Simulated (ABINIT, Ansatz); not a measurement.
# LiCNO (R3m): G0W0 on several meshes in ABINIT

Aim: the GW shift of LiCNO (R3m) against the k mesh.

Main program and level: ABINIT 10.8.3; PBEsol and many-body steps on it, plane waves.

## 1. Set-up

The structure is trigonal, space group R3m (No. 160). The conventional cell has a = 3.288 Å, b = 3.288 Å, c = 14.286 Å, α = 90.00°, β = 90.00°, γ = 120.00°. Li has 3 N at 2.18 Å and 3 O at 2.28 Å nearest. Nearest to C lie 1 N at 1.19 Å and 1 O at 1.23 Å. Nearest to N lie 1 C at 1.19 Å and 3 Li at 2.18 Å. O has 1 C at 1.23 Å and 3 Li at 2.28 Å nearest. Farther neighbours and most contacts between anions are not listed.

The cell and positions are those that the Materials Project relaxed with its own functionals (PBE, PBE+U or r2SCAN), kept fixed.

## 2. Empty states on the mesh, 4×4×4 mesh, 150 bands

This step: ABINIT 10.8.3; DFT, PBEsol, plane waves, norm-conserving pseudopotentials.

The sums over transitions need many empty states on a uniform mesh; this step solves for them.

Input file run.abi:

```
acell 3*1.0 Angstrom
rprim 
  1.643988180588 0.949157018607 4.762053928800
  -1.643988180588 0.949157018607 4.762053928800
  0.000000000000 -1.898314037214 4.762053928800
ntypat 4
znucl 3 6 7 8
natom 4
typat 1 2 3 4
xred 
  0.005259000000 0.005259000000 0.005259000000
  0.497462000000 0.497462000000 0.497462000000
  0.413960000000 0.413960000000 0.413960000000
  0.583333333333 0.583333333333 0.583333333333
pp_dirpath "pseudos"
pseudos "Li.upf, C.upf, N.upf, O.upf"
ecut 37
ngkpt 4 4 4
nshiftk 1
shiftk 0 0 0
kptopt 1
chksymbreak 0
irdden 1
istwfk *1
nband 150
prtvol 0
optdriver 6
gwr_task "HDIAGO"
paral_kgb 0
occopt 1
indata_prefix "in"
outdata_prefix "out"
tmpdata_prefix "tmp"
```

Command:

```
$ OMP_NUM_THREADS=1 mpirun -n 4 abinit run.abi > log
```

Numbers of over 12 decimals in the logs are rounded to 6 here.

What it wrote:

```text
.Version 10.8.3 of ABINIT. v10.8.2 released Aug 2026.

 Symmetries : space group R3 m (#160); Bravais hR (rhombohedral)
[... echo of the input left out ...]
== DATASET  1 ==================================================================
-   mpi_nproc: 4, omp_nthreads: 1 (-1 if OMP is not activated)

--- !DatasetInfo
iteration_state: {dtset: 1, }
dimensions: {natom: 4, nkpt: 13, mband: 150, nsppol: 1, nspinor: 1, nspden: 1, mpw: 3276, }
cutoff_energies: {ecut:  37.0, pawecutdg:  -1.0, }
[...]
Indirect band gap semiconductor
 Fundamental gap:     4.664 (eV)
   VBM:    -0.072 (eV) at k: [ 5.0000E-01,  5.0000E-01,  5.0000E-01]
   CBM:     4.593 (eV) at k: [ 0.0000E+00,  0.0000E+00,  0.0000E+00]
 Direct gap:         4.820 (eV) at k: [ 0.0000E+00,  0.0000E+00,  0.0000E+00]

== END DATASET(S) ==============================================================
================================================================================

 -outvars: echo values of variables after computation  --------
           etotal      0.0000000000E+00
            nband         150
             nkpt          13
          spgroup         160
 [... the other variables as echoed above ...]

 Calculation completed.
```

It took 1.7 min on 4 MPI ranks of Intel Xeon Platinum 8375C at 2.90GHz (Ice Lake), shared host; peak memory 2.6 GiB.

Numbers from this step:

| Item | Value |
| --- | --- |
| gap | 4.664 eV |
| k of the valence top | 0.5, 0.5, 0.5 |
| k of the conduction bottom | 0, 0, 0 |
| least direct gap | 4.820 eV |
| k points computed | 13 |
| lowest point of the top converged band, above the valence top | 112.4387 eV |

On this mesh the gap is 4.664 eV.

The density comes from a self-consistent run that is not shown.

## 3. Screening, 4×4×4 mesh, 63 bands, screening to 141.5 eV

The RPA dielectric matrix is built and inverted for each q.

This step: RPA screening on PBEsol, plane waves, norm-conserving pseudopotentials.

run.abi: that of step 2 with these lines changed.

```diff
@@ -22,10 +22,11 @@
 chksymbreak 0
-irdden 1
 istwfk *1
-nband 150
-prtvol 0
-optdriver 6
-gwr_task "HDIAGO"
-paral_kgb 0
 occopt 1
+irdwfk 1
+optdriver 3
+nband 63
+ecuteps 5.2
+inclvkb 2
+awtr 1
+symchi 1
 indata_prefix "in"
```

What it wrote:

```text
.Version 10.8.3 of ABINIT. v10.8.2 released Aug 2026.

 Symmetries : space group R3 m (#160); Bravais hR (rhombohedral)
[... echo of the input left out ...]
== DATASET  1 ==================================================================
-   mpi_nproc: 4, omp_nthreads: 1 (-1 if OMP is not activated)

--- !DatasetInfo
iteration_state: {dtset: 1, }
dimensions: {natom: 4, nkpt: 13, mband: 63, nsppol: 1, nspinor: 1, nspden: 1, mpw: 3276, }
cutoff_energies: {ecut:  37.0, pawecutdg:  -1.0, }
electrons: {nelect:   1.80000000E+01, charge:   0.00000000E+00, occopt:   1.00000000E+00, tsmear:   1.00000000E-02, }

 SCREENING: Calculation of the susceptibility and dielectric matrices

 Based on a program developped by R.W. Godby, V. Olevano, G. Onida, and L. Reining.
 Incorporated in ABINIT by V. Olevano, G.-M. Rignanese, and M. Torrent.
.Using double precision arithmetic ; gwpc =  8

[... cell and pseudopotentials left out ...]
--------------------------------------------------------------------------------

 ==== K-mesh for the wavefunctions ====
 Number of points in the irreducible wedge :    13
[... list of points left out ...]
 Together with  6 symmetry operations and time-reversal symmetry
 yields    64 points in the full Brillouin Zone.

 ==== Q-mesh for the screening function ====
 Number of points in the irreducible wedge :    13
[... list of points left out ...]
 Together with  6 symmetry operations and time-reversal symmetry
 yields    64 points in the full Brillouin Zone.

 setmesh: FFT mesh size selected  =    40x   40x   40
          total number of points  =        64000

 vcoul_init : cutoff-mode = AUXILIARY_FUNCTION
 q-points for optical limit:   1
     1)      0.000010    0.000020    0.000030

- screening: taking advantage of time-reversal symmetry
- Maximum band index for partially occupied states nbvw = 9
- Remaining bands to be divided among processors   nbcw = 54
- Number of bands treated by each node ~13

 Number of electrons calculated from density =   18.0000; Expected =   18.0000
 average of density, n =  0.059826
 r_s =    1.5861
 omega_plasma =   23.5940 [eV]

 calculating chi0 at frequencies [eV] :
  1    0.000000E+00    0.000000E+00
  2    0.000000E+00    2.359404E+01

--------------------------------------------------------------------------------
  q-point number  1        q = ( 0.000000, 0.000000, 0.000000) [r.l.u.]
--------------------------------------------------------------------------------
[... chi0 elements left out ...]
 For q-point:  0.000010 0.000020 0.000030
  dielectric constant =   2.3903
  dielectric constant without local fields =   3.0743

  Average fulfillment of the sum rule on Im[epsilon] for q-point    1 :     61.35  [%]
[... wings left out ...]
  q-point number  2        q = ( 0.250000, 0.000000, 0.000000) [r.l.u.]
--------------------------------------------------------------------------------
[... chi0 elements left out ...]
  Average fulfillment of the sum rule on Im[epsilon] for q-point    2 :     70.56  [%]

 [... 11 further q-points ...]
```

It took 88 s on 4 MPI ranks; peak memory 1.6 GiB.

Numbers from this step:

```
ε∞ with local fields, on this mesh, along the program's q direction : 2.390
the same without local fields                                       : 3.074
plasma frequency                                                    : 23.59 eV
plane waves in the screening matrix                                 : 159
```

Local fields lower ε∞ by 22 %.

## 4. 4×4×4

The self-energy is evaluated for the states that the input lists, and the levels follow from it, in one-shot runs by the linearised quasiparticle equation.

This step: G0W0 on PBEsol, plane waves, norm-conserving pseudopotentials.

run.abi: that of step 3 with these lines changed.

```diff
@@ -25,8 +25,17 @@
 irdwfk 1
-optdriver 3
+optdriver 4
 nband 63
+gwcalctyp 0
+ecutsigx 37
+symsigma 1
+nkptgw 2
+kptgw 
+  0.5000000000 0.5000000000 0.5000000000
+  0.0000000000 0.0000000000 0.0000000000
+bdgw 
+  8 12
+  8 12
 ecuteps 5.2
-inclvkb 2
-awtr 1
-symchi 1
+irdscr 1
+ppmodel 1
 indata_prefix "in"
```

What it wrote:

```text
.Version 10.8.3 of ABINIT. v10.8.2 released Aug 2026.

 Symmetries : space group R3 m (#160); Bravais hR (rhombohedral)
[... echo of the input left out ...]
== DATASET  1 ==================================================================
-   mpi_nproc: 4, omp_nthreads: 1 (-1 if OMP is not activated)

--- !DatasetInfo
iteration_state: {dtset: 1, }
dimensions: {natom: 4, nkpt: 13, mband: 63, nsppol: 1, nspinor: 1, nspden: 1, mpw: 3276, }
cutoff_energies: {ecut:  37.0, pawecutdg:  -1.0, }
electrons: {nelect:   1.80000000E+01, charge:   0.00000000E+00, occopt:   1.00000000E+00, tsmear:   1.00000000E-02, }

 SIGMA: Calculation of the GW corrections

 Based on a program developped by R.W. Godby, V. Olevano, G. Onida, and L. Reining.
 Incorporated in ABINIT by V. Olevano, G.-M. Rignanese, and M. Torrent.
.Using double precision arithmetic ; gwpc =  8

[... cell and pseudopotentials left out ...]
--------------------------------------------------------------------------------

 ==== K-mesh for the wavefunctions ====
 Number of points in the irreducible wedge :    13
[... list of points left out ...]
 Together with  6 symmetry operations and time-reversal symmetry
 yields    64 points in the full Brillouin Zone.

 ==== Q-mesh for screening function ====
 Number of points in the irreducible wedge :    13
[... list of points left out ...]
 Together with  6 symmetry operations and time-reversal symmetry
 yields    64 points in the full Brillouin Zone.

 vcoul_init : cutoff-mode = AUXILIARY_FUNCTION
 q-points for optical limit:   1
     1)      0.000010    0.000020    0.000030
 setmesh: FFT mesh size selected  =    54x   54x   54
          total number of points  =       157464

 Number of electrons calculated from density =   18.0000; Expected =   18.0000
 average of density, n =  0.059826
 r_s =    1.5861
 omega_plasma =   23.5940 [eV]

 === KS Band Gaps ===
  >>>> For spin  1
   Minimum direct gap =   4.8204 [eV], located at k-point      :   0.0000  0.0000  0.0000
   Fundamental gap    =   4.6643 [eV], Top of valence bands at :   0.5000  0.5000  0.5000
                                       Bottom of conduction at :   0.0000  0.0000  0.0000
 SIGMA fundamental parameters:
 PLASMON POLE MODEL  1
 number of plane-waves for SigmaX                 3259
 number of plane-waves for SigmaC and W            159
 number of plane-waves for wavefunctions          3259
 number of bands                                    63
 number of independent spin polarizations            1
 number of spinorial components                      1
 number of k-points in IBZ                          13
 number of q-points in IBZ                          13
 number of symmetry operations                       6
 number of k-points in BZ                           64
 number of q-points in BZ                           64
 number of frequencies for dSigma/dE                 9
 frequency step for dSigma/dE [eV]                0.25
 number of omega for Sigma on real axis              0
 max omega for Sigma on real axis  [eV]           0.00
 zcut for avoiding poles [eV]                     0.10

 EPSILON^-1 parameters (SCR file):
 dimension of the eps^-1 matrix on file            159
 dimension of the eps^-1 matrix used               159
 number of plane-waves for wavefunctions          3259
 number of bands                                    63
 number of q-points in IBZ                          13
 number of frequencies                               2
 number of real frequencies                          1
 number of imag frequencies                          1

 matrix elements of self-energy operator (all in [eV])

 Perturbative Calculation

--- !SelfEnergy_ee
iteration_state: {dtset: 1, }
kpoint     : [   0.500,    0.500,    0.500, ]
spin       : 1
KS_gap     :    4.997
QP_gap     :    7.654
Delta_QP_KS:    2.658
data: !SigmaeeData |
     Band     E0 <VxcDFT>   SigX SigC(E0)      Z dSigC/dE  Sig(E)    E-E0       E
        8  -0.072 -17.881 -22.041   2.589   0.814  -0.228 -19.161  -1.279  -1.351
        9  -0.072 -17.881 -22.041   2.589   0.814  -0.228 -19.161  -1.279  -1.351
       10   4.925  -9.746  -5.044  -3.117   0.870  -0.150  -8.368   1.378   6.303
       11   7.610 -15.970  -9.345  -3.121   0.822  -0.217 -13.090   2.880  10.490
       12   7.610 -15.970  -9.345  -3.121   0.822  -0.217 -13.090   2.880  10.490

--- !SelfEnergy_ee
iteration_state: {dtset: 1, }
kpoint     : [   0.000,    0.000,    0.000, ]
spin       : 1
KS_gap     :    4.820
QP_gap     :    7.515
Delta_QP_KS:    2.695
data: !SigmaeeData |
     Band     E0 <VxcDFT>   SigX SigC(E0)      Z dSigC/dE  Sig(E)    E-E0       E
        8  -0.228 -17.700 -21.924   2.605   0.815  -0.228 -19.018  -1.319  -1.546
        9  -0.228 -17.700 -21.924   2.605   0.815  -0.228 -19.018  -1.319  -1.546
       10   4.593 -10.335  -5.608  -3.138   0.866  -0.155  -8.958   1.376   5.969
       11   7.799 -16.092  -9.352  -3.177   0.822  -0.216 -13.163   2.929  10.729
       12   7.799 -16.092  -9.352  -3.177   0.822  -0.216 -13.163   2.929  10.729

== END DATASET(S) ==============================================================
================================================================================

 -outvars: echo values of variables after computation  --------
           etotal      0.0000000000E+00
            nband          63
             nkpt          13
          spgroup         160
 [... the other variables as echoed above ...]

 Calculation completed.
```

It took 9.6 s on 4 MPI ranks; peak memory 1.4 GiB.

Numbers from this step:

* G0W0 gap on the points computed: 7.32 eV
* starting gap on the mesh: 4.664 eV
* k of the valence top: 0.5, 0.5, 0.5
* k of the conduction bottom: 0, 0, 0
* Z at the valence top: 0.814
* Z at the conduction bottom: 0.866
* least direct G0W0 gap on the computed points: 7.515 eV

The gap on the mesh goes from 4.66 eV to 7.32 eV, a correction of +2.66 eV.

## 5. Empty states on the mesh, 6×6×6 mesh, 69 bands

This step: DFT, PBEsol, plane waves, norm-conserving pseudopotentials.

run.abi: that of step 4 with these lines changed.

```diff
@@ -17,3 +17,3 @@
 ecut 37
-ngkpt 4 4 4
+ngkpt 6 6 6
 nshiftk 1
@@ -22,20 +22,10 @@
 chksymbreak 0
+iscf -2
+irdden 1
 istwfk *1
-occopt 1
-irdwfk 1
-optdriver 4
-nband 63
-gwcalctyp 0
-ecutsigx 37
-symsigma 1
-nkptgw 2
-kptgw 
-  0.5000000000 0.5000000000 0.5000000000
-  0.0000000000 0.0000000000 0.0000000000
-bdgw 
-  8 12
-  8 12
-ecuteps 5.2
-irdscr 1
-ppmodel 1
+nband 69
+nbdbuf 6
+tolwfr 1e-09
+nstep 60
+prtvol 0
 indata_prefix "in"
```

What it wrote:

```text
.Version 10.8.3 of ABINIT. v10.8.2 released Aug 2026.

 Symmetries : space group R3 m (#160); Bravais hR (rhombohedral)
[... echo of the input left out ...]
== DATASET  1 ==================================================================
-   mpi_nproc: 4, omp_nthreads: 1 (-1 if OMP is not activated)

--- !DatasetInfo
iteration_state: {dtset: 1, }
dimensions: {natom: 4, nkpt: 32, mband: 69, nsppol: 1, nspinor: 1, nspden: 1, mpw: 3276, }
cutoff_energies: {ecut:  37.0, pawecutdg:  -1.0, }
[...]
1.91600    1.91600    1.93297    1.96744    1.97636    1.97636    2.02693    2.02693
   2.07983    2.09928    2.11503    2.11503    2.13481    2.16393    2.19994    2.19994
   2.25626    2.45663    2.45815    2.47453    2.48221
 prteigrs : prtvol=0 or 1, do not print more k-points.

== END DATASET(S) ==============================================================
================================================================================

 -outvars: echo values of variables after computation  --------
            nband          69
             nkpt          32
          spgroup         160
 [... the other variables as echoed above ...]

 Calculation completed.
```

The job ended after 58 s (4 MPI ranks; peak memory 0.44 GiB).

This step gave:

```
gap                                                           : 4.664 eV
k of the valence top                                          : 0.5, 0.5, 0.5
k of the conduction bottom                                    : 0, 0, 0
least direct gap                                              : 4.820 eV
k points computed                                             : 32
lowest point of the top converged band, above the valence top : 58.9995 eV
```

On this mesh the gap is 4.664 eV.

[end of part 1 of 2]

[Paths, hosts, dates, memory and timing lines, banners, echoed tables and standing remarks are left out of the program output.]

[Logs are printed without paths, hosts, clocks, repeated set-up lines and the standing remarks that a program may print on its own settings, such as how far it seeks lower states.]

[Runs of the session that timed out or met a known fault of the program may be left out.]

[No measured gap is set beside runs whose start may be inverted or whose files or cutoffs have a known fault.]

[Hosts, paths, dates, database ids (printed as entryN), source tags and the programs' standing remarks are cut or masked in the printed files.]

[G0W0 gaps are taken among the corrected bands and points alone; a level outside them can change the order at an edge.]

[Where Ansatz stands beside ABINIT at settings called matched, ABINIT's density can come from a denser mesh and the files from another edition; pairs whose starting gaps differed by over 0.03 eV were left out, so agreement reads better than it is.]
